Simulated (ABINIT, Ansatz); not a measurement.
**Mo (Im-3m): from the cell to the phonon bands**

How does Mo (Im-3m) vibrate, and is this structure a minimum?

Calculated with ABINIT 10.8.3; DFT LDA, scalar-relativistic, plane waves, PseudoDojo norm-conserving pseudopotentials.

## Step 1: Starting point

Symmetry: Im-3m, No. 229, cubic system. The conventional cell has a = 3.113 Å, b = 3.113 Å, c = 3.113 Å, α = 90.00°, β = 90.00°, γ = 90.00°. Mo has 8 Mo at 2.70 Å nearest.

## Step 2: Relaxing the cell and atoms

The harmonic expansion needs vanishing forces, and a free crystal bears no stress, so cell and atoms are brought to rest. Stress is more sensitive to the basis than forces are: the last 3 Ha under the cutoff are smoothed with ecutsm, and the cutoff is raised above that of the later runs.

The starting cell comes from a relaxation made beforehand in Ansatz (LDA, PseudoDojo NC).

relax.abi

```
# relaxation
ionmov 2
optcell 2
dilatmx 1.08
ntime 40
tolmxf 1.0d-05
tolvrs 1.0d-14
prtwf 0
prtden 0
chksymtnons 0

# basis, mesh and filling
ecut 44.0
ecutsm 3.0
ngkpt 16 16 16
nshiftk 1
shiftk 0.0 0.0 0.0
istwfk *1
occopt 7
tsmear 0.01
nband 13
nstep 100
diemac 1000000.0
prtebands 0
prtgsr 0
useylm 1

# cell and atoms
acell 5.094368573 5.094368573 5.094368573
rprim 
    -0.5773502692 0.5773502692 0.5773502692
    0.5773502692 -0.5773502692 0.5773502692
    0.5773502692 0.5773502692 -0.5773502692
ntypat 1
znucl 42
natom 1
typat 1
xred 
    0.0 0.0 0.0
pp_dirpath "./pseudo"
pseudos "Mo.upf"
```

Command:

```sh
$ OMP_NUM_THREADS=1 mpirun -n 4 abinit relax.abi > relax.log
```

Numbers of over 12 decimals in the logs are rounded to 6 here.

relax.abo, the main output file:

```text
[banners, grids, parts of the stress and lines that vanish by symmetry left out]
- input  file    -> relax.abi
- output file    -> relax.abo
- root for input  files -> relaxi
[...]
Symmetries : space group Im -3 m (#229); Bravais cI (body-center cubic)
[...]
mpw =        1830          nfft =       46656          nkpt =         145
[...]
== DATASET  1 ==================================================================
[...]
cutoff_energies: {ecut:  44.0, pawecutdg:  -1.0, }
[...]
ETOT  1  -70.324143273339    -7.032E+01 1.645E-01 1.788E+02
 ETOT  2  -70.365859825841    -4.172E-02 9.842E-02 3.924E+01
 ETOT  3  -70.370853856995    -4.994E-03 6.491E-03 5.170E-04
 ETOT  4  -70.370855563174    -1.706E-06 3.644E-03 1.150E-04
 ETOT  5  -70.370855576432    -1.326E-08 6.837E-04 1.639E-07
[...]
At SCF step    9       vres2   =  2.95E-19 < tolvrs=  1.00E-14 =>converged.
[...]
sigma(1 1)=  3.74701572E-06  sigma(3 2)=  0.00000000E+00
  sigma(2 2)=  3.74701572E-06  sigma(3 1)=  0.00000000E+00
  sigma(3 3)=  3.74701572E-06  sigma(2 1)=  0.00000000E+00
[...]
convergence: {deltae:  3.979E-13, res2:  2.946E-19, residm:  2.818E-04, diffor: null, }
etotal    :  -7.03708556E+01
[...]
ETOT  1  -70.370855249900    -7.037E+01 2.790E-04 3.343E-03
[...]
At SCF step    6       vres2   =  7.38E-15 < tolvrs=  1.00E-14 =>converged.
[...]
sigma(1 1)=  4.12455418E-07  sigma(3 2)=  0.00000000E+00
  sigma(2 2)=  4.12455418E-07  sigma(3 1)=  0.00000000E+00
  sigma(3 3)=  4.12455418E-07  sigma(2 1)=  0.00000000E+00
[...]
convergence: {deltae: -2.558E-13, res2:  7.385E-15, residm:  7.277E-05, diffor: null, }
etotal    :  -7.03708556E+01
[...]
ETOT  1  -70.370855642570    -7.037E+01 3.562E-05 5.111E-05
[...]
ETOT  5  -70.370855648651    -2.146E-12 9.415E-06 6.990E-14
 ETOT  6  -70.370855648650     1.720E-12 6.244E-06 1.075E-16
 At SCF step    6       vres2   =  1.08E-16 < tolvrs=  1.00E-14 =>converged.
[...]
sigma(1 1)= -1.62586271E-10  sigma(3 2)=  0.00000000E+00
  sigma(2 2)= -1.62586271E-10  sigma(3 1)=  0.00000000E+00
  sigma(3 3)= -1.62586267E-10  sigma(2 1)=  0.00000000E+00
[...]
convergence: {deltae:  1.720E-12, res2:  1.075E-16, residm:  6.244E-06, diffor: null, }
etotal    :  -7.03708556E+01
[...]
At Broyd/MD step   3, gradients are converged :
[...]
sigma(1 1)= -1.62586271E-10  sigma(3 2)=  0.00000000E+00
  sigma(2 2)= -1.62586271E-10  sigma(3 1)=  0.00000000E+00
  sigma(3 3)= -1.62586267E-10  sigma(2 1)=  0.00000000E+00
[...]
- sigma(1 1)= -4.78345324E-06  sigma(3 2)=  0.00000000E+00
- sigma(2 2)= -4.78345324E-06  sigma(3 1)=  0.00000000E+00
- sigma(3 3)= -4.78345313E-06  sigma(2 1)=  0.00000000E+00
[...]
fcart     -0.0000000000E+00 -0.0000000000E+00 -0.0000000000E+00
           strten     -1.6258627084E-10 -1.6258627084E-10 -1.6258626737E-10
================================================================================

[key lines of the parts left out:]
pressure_GPa:   4.7835E-06
Total energy (etotal) [Ha]= -7.03708556486497E+01
```

It took 49 s on 4 MPI ranks of Arm Neoverse V2, shared host.

Little changed from the start: no atom moved by 0.005 Å and no cell edge by 0.1 %.

Read from the output:

| Item | Value |
| --- | --- |
| volume per atom | 15.08 Å³ |
| pressure | 4.78e-6 GPa |
| gap on the k-mesh | 0 eV |

## Step 3: Self-consistent run for the response

The response is built on these wavefunctions, so the potential is converged far more tightly than an energy would need. Occupations are smeared.

gs.abi

```
# ground state
tolvrs 1.0d-16
prtden 1
prtwf 1

# basis, mesh and filling
ecut 36.0
ngkpt 16 16 16
nshiftk 1
shiftk 0.0 0.0 0.0
istwfk *1
occopt 7
tsmear 0.01
nband 13
nstep 100
diemac 1000000.0
prtebands 0
prtgsr 0
useylm 1

# cell and atoms
acell 5.093725107 5.093725107 5.093725107
rprim 
    -0.5773502692 0.5773502692 0.5773502692
    0.5773502692 -0.5773502692 0.5773502692
    0.5773502692 0.5773502692 -0.5773502692
ntypat 1
znucl 42
natom 1
typat 1
xred 
    0.0 0.0 0.0
pp_dirpath "./pseudo"
pseudos "Mo.upf"
```

Command:

```sh
$ OMP_NUM_THREADS=1 mpirun -n 4 abinit gs.abi > gs.log
```

gs.abo, the main output file:

```text
[banners, grids, parts of the stress and lines that vanish by symmetry left out]
- input  file    -> gs.abi
- output file    -> gs.abo
- root for input  files -> gsi
[...]
Symmetries : space group Im -3 m (#229); Bravais cI (body-center cubic)
[...]
mpw =        1088          nfft =       27000          nkpt =         145
[...]
== DATASET  1 ==================================================================
[...]
cutoff_energies: {ecut:  36.0, pawecutdg:  -1.0, }
[...]
ETOT  1  -70.327353337855    -7.033E+01 2.036E-01 1.031E+02
 ETOT  2  -70.365775548456    -3.842E-02 1.024E-02 2.246E+01
 ETOT  3  -70.370714100395    -4.939E-03 4.117E-03 4.771E-04
 ETOT  4  -70.370715387986    -1.288E-06 9.612E-04 7.103E-05
 ETOT  5  -70.370715401905    -1.392E-08 2.191E-03 1.938E-07
 ETOT  6  -70.370715401946    -4.057E-11 4.126E-04 3.181E-10
 ETOT  7  -70.370715401948    -2.274E-12 4.151E-04 2.714E-12
 ETOT  8  -70.370715401946     1.990E-12 3.804E-04 9.223E-15
 ETOT  9  -70.370715401945     6.537E-13 2.159E-04 2.759E-18
 At SCF step    9       vres2   =  2.76E-18 < tolvrs=  1.00E-16 =>converged.
[...]
sigma(1 1)=  2.07348646E-05  sigma(3 2)=  0.00000000E+00
  sigma(2 2)=  2.07348646E-05  sigma(3 1)=  0.00000000E+00
  sigma(3 3)=  2.07348646E-05  sigma(2 1)=  0.00000000E+00
[...]
convergence: {deltae:  6.537E-13, res2:  2.759E-18, residm:  2.159E-04, diffor: null, }
etotal    :  -7.03707154E+01
[...]
sigma(1 1)=  2.07348646E-05  sigma(3 2)=  0.00000000E+00
  sigma(2 2)=  2.07348646E-05  sigma(3 1)=  0.00000000E+00
  sigma(3 3)=  2.07348646E-05  sigma(2 1)=  0.00000000E+00
[...]
- sigma(1 1)=  6.10040777E-01  sigma(3 2)=  0.00000000E+00
- sigma(2 2)=  6.10040777E-01  sigma(3 1)=  0.00000000E+00
- sigma(3 3)=  6.10040777E-01  sigma(2 1)=  0.00000000E+00
[...]
fcart     -0.0000000000E+00 -0.0000000000E+00 -0.0000000000E+00
           strten      2.0734864577E-05  2.0734864577E-05  2.0734864577E-05
================================================================================

[key lines of the parts left out:]
pressure_GPa:  -6.1004E-01
```

The job ended after 14 s (4 MPI ranks; 57 s of CPU time).

Numbers from this step:

```yaml
pressure: -0.6100 GPa
```

The cell stands at -0.61 GPa: the relaxation ran with a smoothed and higher cutoff, and the difference is a stress of the finite basis.

[end of part 1 of 4]

[Host names and launcher messages were left out of these logs when they were recorded.]

[Logs are printed without paths, hosts, clocks, repeated set-up lines and the standing remarks that a program may print on its own settings, such as how far it seeks lower states.]

[Hosts, paths, dates, database ids (printed as entryN), source tags and the programs' standing remarks are cut or masked in the printed files.]
